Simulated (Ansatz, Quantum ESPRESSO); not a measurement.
# The work function of Cd(0001), 4 layers, one monolayer of N on hcp sites, level by level, part 4 of 6

Wanted: work functions and the surface dipole of Cd(0001), 4 layers, one monolayer of N on hcp sites at several levels, with their cost.

Quantum ESPRESSO 7.5; plane-wave DFT, PBE, GBRV ultrasoft pseudopotentials; geometry and cross-check by Ansatz 0.2.0 with PAW datasets.

So far. Step 8 (Self-consistent run: open boundaries by the effective …): The upper level is 7.781 eV against 7.781 eV from the periodic run.

## 9. SCF with pw.x: PBEsol, PseudoDojo norm-conserving

Next, another level on the same atoms.

Level of this step: plane-wave DFT, PBEsol, PseudoDojo norm-conserving pseudopotentials (Quantum ESPRESSO 7.5).

dojo-pbesol.in reads:

```
&control
  prefix = 'dojo-pbesol'
  outdir = './out'
  pseudo_dir = './pseudo'
  calculation = 'scf'
  tprnfor = .true.
/
&system
  ibrav = 0
  nat = 5
  ntyp = 2
  ecutwfc = 94
  ecutrho = 376
  occupations = 'smearing'
  smearing = 'mv'
  degauss = 0.02
  assume_isolated = 'esm'
  esm_bc = 'bc1'
/
&electrons
  conv_thr = 1e-07
  mixing_beta = 0.4
  electron_maxstep = 120
  mixing_mode = 'local-TF'
/
ATOMIC_SPECIES
  Cd  112.4140  Cd.dojo-sr-pbesol-0.4.1-standard.upf
  N   14.0070  N.dojo-sr-pbesol-0.4.1-standard.upf
CELL_PARAMETERS angstrom
  2.98000000001292 0.00000000000000 0.00000000000000
  1.49000000000646 2.58075570328881 0.00000000000000
  0.00000000000000 0.00000000000000 27.43042000000000
ATOMIC_POSITIONS crystal
  Cd  0.666666666667 0.666666666667 -0.179367255827
  Cd  -0.000000000000 -0.000000000000 -0.076921139427
  Cd  0.666666666667 0.666666666667 0.028112172669
  Cd  -0.000000000000 -0.000000000000 0.130070727647
  N   0.666666666667 0.666666666667 0.179367255827
K_POINTS automatic
  12 12 1 0 0 0
```

On the command line:

```sh
OMP_NUM_THREADS=1 mpirun -n 4 pw.x -nk 4 -in dojo-pbesol.in > dojo-pbesol.out
```

What it wrote:

```text
[banner, memory and clock lines left out]
Program PWSCF v.7.5 starts
[citation notice left out]

[...]
Message from routine setup:
[...]
bravais-lattice index     =            0
     lattice parameter (alat)  =       5.6314  a.u.
     unit-cell volume          =    1423.6139 (a.u.)^3
     number of atoms/cell      =            5
     number of atomic types    =            2
     number of electrons       =        85.00
     number of Kohn-Sham states=           52
     kinetic-energy cutoff     =      94.0000  Ry
     charge density cutoff     =     376.0000  Ry
     scf convergence threshold =      1.0E-07
     mixing beta               =       0.4000
     number of iterations used =            8  local-TF  mixing
     Exchange-correlation= PBESOL
                           (   1   4  10   8   0   0   0)

     Effective Screening Medium Method
     Boundary Conditions: Vacuum-Slab-Vacuum
     total charge in unit cell        =   0.0000
     grid points for fit at edges     =        4

[...]
PseudoPot. # 1 for Cd read from file:
     ./pseudo/Cd.dojo-sr-pbesol-0.4.1-standard.upf
     Pseudo is Norm-conserving + core correction, Zval = 20.0
     Generated using ONCVPSP code by D. R. Hamann
     Using radial grid of 1368 points,  6 beta functions with:
                l(1) =   0
                l(2) =   0
                l(3) =   1
                l(4) =   1
                l(5) =   2
                l(6) =   2

     PseudoPot. # 2 for N  read from file:
     ./pseudo/N.dojo-sr-pbesol-0.4.1-standard.upf
     Pseudo is Norm-conserving + core correction, Zval =  5.0
     Generated using ONCVPSP code by D. R. Hamann
     Using radial grid of 1058 points,  4 beta functions with:
                l(1) =   0
                l(2) =   0
                l(3) =   1
                l(4) =   1

     atomic species   valence    mass     pseudopotential
     Cd               20.00   112.41400     Cd( 1.00)
     N                 5.00    14.00700     N ( 1.00)

      6 Sym. Ops. (no inversion) found

[...]
number of k points=    19  Marzari-Vanderbilt smearing, width (Ry)=  0.0200
[...]
Dense  grid:   175285 G-vectors     FFT dimensions: (  36,  36, 320)

     Initial potential from superposition of free atoms

     starting charge      84.9991, renormalised to      85.0000

     negative rho (up, down):  1.105E-04 0.000E+00
     Starting wfcs are   44 randomized atomic wfcs +    8 random wfcs

     per-process dynamical memory:   206.6 Mb

     Self-consistent Calculation

     iteration #  1     ecut=    94.00 Ry     beta= 0.40
     Davidson diagonalization with overlap
     c_bands:  2 eigenvalues not converged
     c_bands:  2 eigenvalues not converged
     ethr =  1.00E-02,  avg # of iterations = 14.2

     negative rho (up, down):  5.582E-03 0.000E+00

     total energy              =   -1421.77720930 Ry
     estimated scf accuracy    <       9.25164813 Ry

     iteration #  2     ecut=    94.00 Ry     beta= 0.40
[...]
negative rho (up, down):  1.560E-02 0.000E+00

[...]
total energy              =   -1421.84994600 Ry
     estimated scf accuracy    <       1.10432801 Ry

     iteration #  3     ecut=    94.00 Ry     beta= 0.40
[...]
c_bands:  5 eigenvalues not converged
     c_bands:  2 eigenvalues not converged
[...]
negative rho (up, down):  1.539E-02 0.000E+00

[...]
total energy              =   -1421.90709358 Ry
     estimated scf accuracy    <       0.19685731 Ry

     iteration #  4     ecut=    94.00 Ry     beta= 0.40
[...]
c_bands:  5 eigenvalues not converged
     c_bands:  1 eigenvalues not converged
     c_bands:  5 eigenvalues not converged
     c_bands:  5 eigenvalues not converged
     c_bands:  5 eigenvalues not converged
[...]
negative rho (up, down):  1.646E-02 0.000E+00

[...]
total energy              =   -1422.01530623 Ry
     estimated scf accuracy    <       0.21380368 Ry

     iteration #  5     ecut=    94.00 Ry     beta= 0.40
[...]
c_bands:  2 eigenvalues not converged
     c_bands:  2 eigenvalues not converged
     c_bands:  1 eigenvalues not converged
[...]
negative rho (up, down):  2.241E-02 0.000E+00

[...]
total energy              =   -1421.99744037 Ry
     estimated scf accuracy    <       0.20406647 Ry

     iteration #  6     ecut=    94.00 Ry     beta= 0.40
[...]
c_bands:  1 eigenvalues not converged
[...]
negative rho (up, down):  2.332E-02 0.000E+00

[...]
total energy              =   -1422.00952851 Ry
     estimated scf accuracy    <       0.06430492 Ry

[...]
iteration # 37     ecut=    94.00 Ry     beta= 0.40
[...]
negative rho (up, down):  1.759E-05 0.000E+00

[...]
total energy              =   -1422.01343367 Ry
     estimated scf accuracy    <       0.00000062 Ry

     iteration # 38     ecut=    94.00 Ry     beta= 0.40
[...]
c_bands:  2 eigenvalues not converged
     c_bands:  1 eigenvalues not converged
     c_bands:  1 eigenvalues not converged
     c_bands:  2 eigenvalues not converged
[...]
negative rho (up, down):  5.720E-06 0.000E+00

[...]
total energy              =   -1422.01342814 Ry
     estimated scf accuracy    <       0.00000074 Ry

     iteration # 39     ecut=    94.00 Ry     beta= 0.40
[...]
c_bands:  1 eigenvalues not converged
[...]
negative rho (up, down):  3.846E-07 0.000E+00

[...]
total energy              =   -1422.01343326 Ry
     estimated scf accuracy    <       0.00000027 Ry

     iteration # 40     ecut=    94.00 Ry     beta= 0.40
[...]
End of self-consistent calculation

          k = 0.0000 0.0000 0.0000 ( 21861 PWs)   bands (ev):

  -108.8392-108.8008-108.6491-108.1480 -69.9225 -69.8823 -69.8823 -69.8804
   -69.8459 -69.8459 -69.7471 -69.6859 -69.6859 -69.2188 -69.2153 -69.2153
   -20.0816 -15.5854 -15.4815 -15.3177 -15.0010 -15.0010 -14.9635 -14.9635
   -14.9192 -14.7959 -14.7959 -14.6030 -14.6030 -14.4083 -14.4083 -14.3067
   -14.3067 -14.2365 -14.1529 -14.1529 -13.8410 -13.8410 -13.2130 -11.4885
    -9.4556  -7.4617  -5.6154  -4.9864  -4.9864  -3.1478  -1.8623  -0.7502
     0.4509   1.8086   1.8475   3.3336

          k = 0.0000 0.0962 0.0000 ( 21933 PWs)   bands (ev):

  -108.8390-108.8005-108.6488-108.1477 -69.9221 -69.8858 -69.8832 -69.8800
   -69.8494 -69.8468 -69.7467 -69.6894 -69.6868 -69.2191 -69.2183 -69.2162
   -20.0198 -15.5131 -15.4096 -15.2470 -15.0302 -14.9895 -14.9382 -14.9014
   -14.8591 -14.8225 -14.7343 -14.6322 -14.5411 -14.4711 -14.4236 -14.4058
   -14.3157 -14.2647 -14.1590 -14.0965 -13.8644 -13.8535 -12.9934 -11.3054
    -9.3354  -7.3151  -5.4868  -5.2733  -5.0344  -2.9689  -1.6917  -0.5784
     0.6438   1.9590   2.0294   3.4814

[...]
the Fermi energy is    -5.8941 ev

!    total energy              =   -1422.01343059 Ry
     estimated scf accuracy    <       0.00000004 Ry
     smearing contrib. (-TS)   =      -0.00012290 Ry
     internal energy E=F+TS    =   -1422.01330769 Ry

     The total energy is F=E-TS. E is the sum of the following terms:
     one-electron contribution =   23534.78121139 Ry
     hartree contribution      =  -11799.92089639 Ry
     xc contribution           =    -198.10831182 Ry
     ewald contribution        =  -12958.76531087 Ry

     convergence has been achieved in  40 iterations

     Forces acting on atoms (cartesian axes, Ry/au):

     atom    1 type  1   force =     0.00000000    0.00000000    0.00236821
     atom    2 type  1   force =     0.00000000    0.00000000    0.00390670
     atom    3 type  1   force =     0.00000000    0.00000000    0.00079177
     atom    4 type  1   force =     0.00000000    0.00000000    0.00425416
     atom    5 type  2   force =     0.00000000    0.00000000   -0.01193237

     Total force =     0.013490     Total SCF correction =     0.002728
     SCF correction compared to forces is large: reduce conv_thr to get better values

[...]
```

Run time: 9.8 min. Hardware: 4 MPI ranks of Arm Neoverse V1, shared host; peak memory 1.3 GiB; 39 min of CPU time.

Numbers from this step:

* free energy: -19347.4784 eV
* Fermi energy: -5.894 eV
* vacuum line at the lower end of the cell, over the Fermi level: 3.950 eV
* vacuum line at the upper end of the cell, over the Fermi level: 7.838 eV

The potential energy, planar mean oscillates, so the rows of the table below give means over windows of 1 Å about each position, cut where the curve ends. Its maxima inside the range that stand out by 2 % of the span (Å: eV): -3.5: 1.49, -0.7: 1.72, 2.1: 1.47, 4.5: -3.93. Its minima: -4.9: -33.5, -2.1: -33.7, 0.8: -33.9, 3.6: -33.2, 4.8: -5.98.

Electrostatic potential energy of an electron; zero at the Fermi level. Potential energy, planar mean against z; means over each step:

| z (Å) | potential energy, planar mean (eV) |
| --- | --- |
| -13 | 3.95 |
| -12 | 3.95 |
| -11 | 3.95 |
| -10 | 3.95 |
| -9 | 3.95 |
| -8 | 3.93 |
| -7 | 3.64 |
| -6 | -0.218 |
| -5 | -24.4 |
| -4 | -3.01 |
| -3 | -3.55 |
| -2 | -24.3 |
| -1 | -0.485 |
| 0 | -6.26 |
| 1 | -22.5 |
| 2 | 0.184 |
| 3 | -12.3 |
| 4 | -17.1 |
| 5 | -2.88 |
| 6 | 6.83 |
| 7 | 7.81 |
| 8 | 7.84 |
| 9 | 7.84 |
| 10 | 7.84 |
| 11 | 7.84 |
| 12 | 7.84 |
| 13 | 7.84 |

The upper face goes from 7.781 eV (PBE, GBRV) to 7.838 eV, a change of +0.058 eV.

## 10. Self-consistent run: PBE, SG15 norm-conserving

Level of this step: plane-wave DFT, PBE, SG15 norm-conserving pseudopotentials (Quantum ESPRESSO 7.5).

sg15-pbe.in, as its differences from the input of step 9:

```diff
@@ -1,3 +1,3 @@
 &control
-  prefix = 'dojo-pbesol'
+  prefix = 'sg15-pbe'
   outdir = './out'
@@ -11,4 +11,4 @@
   ntyp = 2
-  ecutwfc = 94
-  ecutrho = 376
+  ecutwfc = 60
+  ecutrho = 240
   occupations = 'smearing'
@@ -26,4 +26,4 @@
 ATOMIC_SPECIES
-  Cd  112.4140  Cd.dojo-sr-pbesol-0.4.1-standard.upf
-  N   14.0070  N.dojo-sr-pbesol-0.4.1-standard.upf
+  Cd  112.4140  Cd_ONCV_PBE-1.2.upf
+  N   14.0070  N_ONCV_PBE-1.2.upf
 CELL_PARAMETERS angstrom
```

On the command line:

```sh
OMP_NUM_THREADS=1 mpirun -n 4 pw.x -nk 4 -in sg15-pbe.in > sg15-pbe.out
```

What it wrote:

```text
[banner, memory and clock lines left out]
Program PWSCF v.7.5 starts
[citation notice left out]

[...]
Message from routine setup:
[...]
bravais-lattice index     =            0
     lattice parameter (alat)  =       5.6314  a.u.
     unit-cell volume          =    1423.6139 (a.u.)^3
     number of atoms/cell      =            5
     number of atomic types    =            2
     number of electrons       =        85.00
     number of Kohn-Sham states=           52
     kinetic-energy cutoff     =      60.0000  Ry
     charge density cutoff     =     240.0000  Ry
     scf convergence threshold =      1.0E-07
     mixing beta               =       0.4000
     number of iterations used =            8  local-TF  mixing
     Exchange-correlation= PBE
                           (   1   4   3   4   0   0   0)

     Effective Screening Medium Method
     Boundary Conditions: Vacuum-Slab-Vacuum
     total charge in unit cell        =   0.0000
     grid points for fit at edges     =        4

[...]
PseudoPot. # 1 for Cd read from file:
     ./pseudo/Cd_ONCV_PBE-1.2.upf
     Pseudo is Norm-conserving, Zval = 20.0
     Generated using ONCVPSP code by D. R. Hamann
     Using radial grid of  602 points,  6 beta functions with:
                l(1) =   0
                l(2) =   0
                l(3) =   1
                l(4) =   1
                l(5) =   2
                l(6) =   2

     PseudoPot. # 2 for N  read from file:
     ./pseudo/N_ONCV_PBE-1.2.upf
     Pseudo is Norm-conserving, Zval =  5.0
     Generated using ONCVPSP code by D. R. Hamann
     Using radial grid of  602 points,  4 beta functions with:
                l(1) =   0
                l(2) =   0
                l(3) =   1
                l(4) =   1

     atomic species   valence    mass     pseudopotential
     Cd               20.00   112.41400     Cd( 1.00)
     N                 5.00    14.00700     N ( 1.00)

      6 Sym. Ops. (no inversion) found

[...]
number of k points=    19  Marzari-Vanderbilt smearing, width (Ry)=  0.0200
[...]
Dense  grid:    89235 G-vectors     FFT dimensions: (  27,  27, 256)

     Initial potential from superposition of free atoms

     starting charge      84.8597, renormalised to      85.0000

     negative rho (up, down):  1.465E-04 0.000E+00
     Starting wfcs are random

     per-process dynamical memory:   105.5 Mb

     Self-consistent Calculation

     iteration #  1     ecut=    60.00 Ry     beta= 0.40
     Davidson diagonalization with overlap
     ethr =  1.00E-02,  avg # of iterations = 39.1

     negative rho (up, down):  5.147E-03 0.000E+00

     total energy              =   -1262.03355661 Ry
     estimated scf accuracy    <       8.47135603 Ry

     iteration #  2     ecut=    60.00 Ry     beta= 0.40
[...]
negative rho (up, down):  1.042E-02 0.000E+00

[...]
total energy              =   -1262.24041594 Ry
     estimated scf accuracy    <       0.90695788 Ry

     iteration #  3     ecut=    60.00 Ry     beta= 0.40
[...]
negative rho (up, down):  1.174E-02 0.000E+00

[...]
total energy              =   -1262.98953206 Ry
     estimated scf accuracy    <       0.09838577 Ry

     iteration #  4     ecut=    60.00 Ry     beta= 0.40
[...]
c_bands:  2 eigenvalues not converged
     c_bands:  1 eigenvalues not converged
     c_bands:  3 eigenvalues not converged
     c_bands:  3 eigenvalues not converged
     c_bands:  2 eigenvalues not converged
[...]
negative rho (up, down):  1.626E-02 0.000E+00

[...]
total energy              =   -1263.05962454 Ry
     estimated scf accuracy    <       0.05865820 Ry

     iteration #  5     ecut=    60.00 Ry     beta= 0.40
[...]
c_bands:  1 eigenvalues not converged
     c_bands:  1 eigenvalues not converged
[...]
negative rho (up, down):  1.760E-02 0.000E+00

[...]
total energy              =   -1263.06150447 Ry
     estimated scf accuracy    <       0.01298432 Ry

     iteration #  6     ecut=    60.00 Ry     beta= 0.40
[...]
c_bands:  1 eigenvalues not converged
     c_bands:  5 eigenvalues not converged
     c_bands:  1 eigenvalues not converged
[...]
negative rho (up, down):  1.654E-02 0.000E+00

[...]
total energy              =   -1263.07136953 Ry
     estimated scf accuracy    <       0.00868127 Ry

[...]
iteration # 27     ecut=    60.00 Ry     beta= 0.40
[...]
negative rho (up, down):  2.790E-05 0.000E+00

[...]
total energy              =   -1263.07018292 Ry
     estimated scf accuracy    <       0.00000015 Ry

     iteration # 28     ecut=    60.00 Ry     beta= 0.40
[...]
negative rho (up, down):  3.046E-05 0.000E+00

[...]
total energy              =   -1263.07018315 Ry
     estimated scf accuracy    <       0.00000016 Ry

     iteration # 29     ecut=    60.00 Ry     beta= 0.40
[...]
negative rho (up, down):  3.790E-05 0.000E+00

[...]
total energy              =   -1263.07017898 Ry
     estimated scf accuracy    <       0.00000025 Ry

     iteration # 30     ecut=    60.00 Ry     beta= 0.40
[...]
End of self-consistent calculation

          k = 0.0000 0.0000 0.0000 ( 11089 PWs)   bands (ev):

  -108.9284-108.8882-108.7328-108.1759 -69.9638 -69.9457 -69.9457 -69.9212
   -69.9087 -69.9087 -69.7713 -69.7469 -69.7469 -69.2336 -69.2336 -69.2293
   -20.0526 -15.5535 -15.4493 -15.2763 -14.9968 -14.9968 -14.9605 -14.9605
   -14.8604 -14.7878 -14.7878 -14.5718 -14.5718 -14.3933 -14.3933 -14.2924
   -14.2924 -14.1553 -14.1309 -14.1309 -13.8012 -13.8012 -13.1274 -11.4031
    -9.3767  -7.3845  -5.5382  -4.9210  -4.9210  -3.1170  -1.8961  -0.7812
     0.4799   1.7719   1.8383   3.2724

          k = 0.0000 0.0962 0.0000 ( 11040 PWs)   bands (ev):

  -108.9282-108.8879-108.7326-108.1756 -69.9634 -69.9492 -69.9466 -69.9209
   -69.9122 -69.9096 -69.7710 -69.7503 -69.7478 -69.2372 -69.2345 -69.2289
   -19.9921 -15.4825 -15.3793 -15.2077 -15.0248 -14.9855 -14.9345 -14.8987
   -14.8139 -14.8023 -14.7265 -14.5999 -14.5110 -14.4535 -14.4076 -14.3856
   -14.3010 -14.2345 -14.1371 -14.0335 -13.8139 -13.8123 -12.9115 -11.2210
    -9.2559  -7.2377  -5.4097  -5.2039  -4.9683  -2.9408  -1.7241  -0.6106
     0.6720   1.9202   2.0217   3.4208

[...]
the Fermi energy is    -5.8202 ev

!    total energy              =   -1263.07018466 Ry
     estimated scf accuracy    <       0.00000006 Ry
     smearing contrib. (-TS)   =      -0.00014096 Ry
     internal energy E=F+TS    =   -1263.07004370 Ry

     The total energy is F=E-TS. E is the sum of the following terms:
     one-electron contribution =   23711.34233002 Ry
     hartree contribution      =  -11899.92027588 Ry
     xc contribution           =    -115.72678697 Ry
     ewald contribution        =  -12958.76531087 Ry

     convergence has been achieved in  30 iterations

     Forces acting on atoms (cartesian axes, Ry/au):

     atom    1 type  1   force =     0.00000000    0.00000000   -0.00441501
     atom    2 type  1   force =     0.00000000    0.00000000    0.00423085
     atom    3 type  1   force =     0.00000000    0.00000000   -0.00006012
     atom    4 type  1   force =    -0.00000000   -0.00000000   -0.00339783
     atom    5 type  2   force =     0.00000000    0.00000000    0.00252496

     Total force =     0.007438     Total SCF correction =     0.003286
     SCF correction compared to forces is large: reduce conv_thr to get better values

[...]
```

Wall time 5 min (4 MPI ranks); peak memory 0.71 GiB.

Read from the output:

* free energy: -17184.9453 eV
* Fermi energy: -5.820 eV
* vacuum line at the lower end of the cell, over the Fermi level: 3.847 eV
* vacuum line at the upper end of the cell, over the Fermi level: 7.793 eV

The potential energy, planar mean oscillates, so the rows of the table below give means over windows of 2.78 Å about each position, cut where the curve ends. Its maxima inside the range that stand out by 2 % of the span (Å: eV): -3.5: 1.25, -0.6: 1.48, 2.1: 1.22, 4.4: -3.93. Its minima: -4.9: -22.0, -2.1: -22.1, 0.8: -22.2, 3.5: -21.7, 4.8: -7.18.

Electrostatic potential energy of an electron; zero at the Fermi level. Table of potential energy, planar mean by z; means over each step:

z (Å), potential energy, planar mean (eV) and a bar from the least value:
```
   -12.33        3.8 #######################
    -9.55        3.8 #######################
    -6.77        1.7 ###################
    -3.99       -7.4 #
    -1.21       -7.2 ##
     1.57       -7.5 #
     4.35       -8.1 
     7.13        7.6 ##############################
     9.91        7.8 ##############################
    12.69        7.8 ##############################
```

The upper face goes from 7.781 eV (PBE, GBRV) to 7.793 eV, a change of +0.012 eV, a small one, from the pseudopotentials and their cutoffs.

(Part 4 of 6 ends here.)

[Logs are printed without paths, hosts, clocks, repeated set-up lines and the standing remarks that a program may print on its own settings, such as how far it seeks lower states.]

[Hosts, paths, dates, database ids (printed as entryN), source tags and the programs' standing remarks are cut or masked in the printed files.]

[Maps of the electrostatic potential energy from Ansatz leave out the sawtooth potential of an applied field or a dipole correction, so their vacuum need not be flat; planar profiles and work functions include it.]
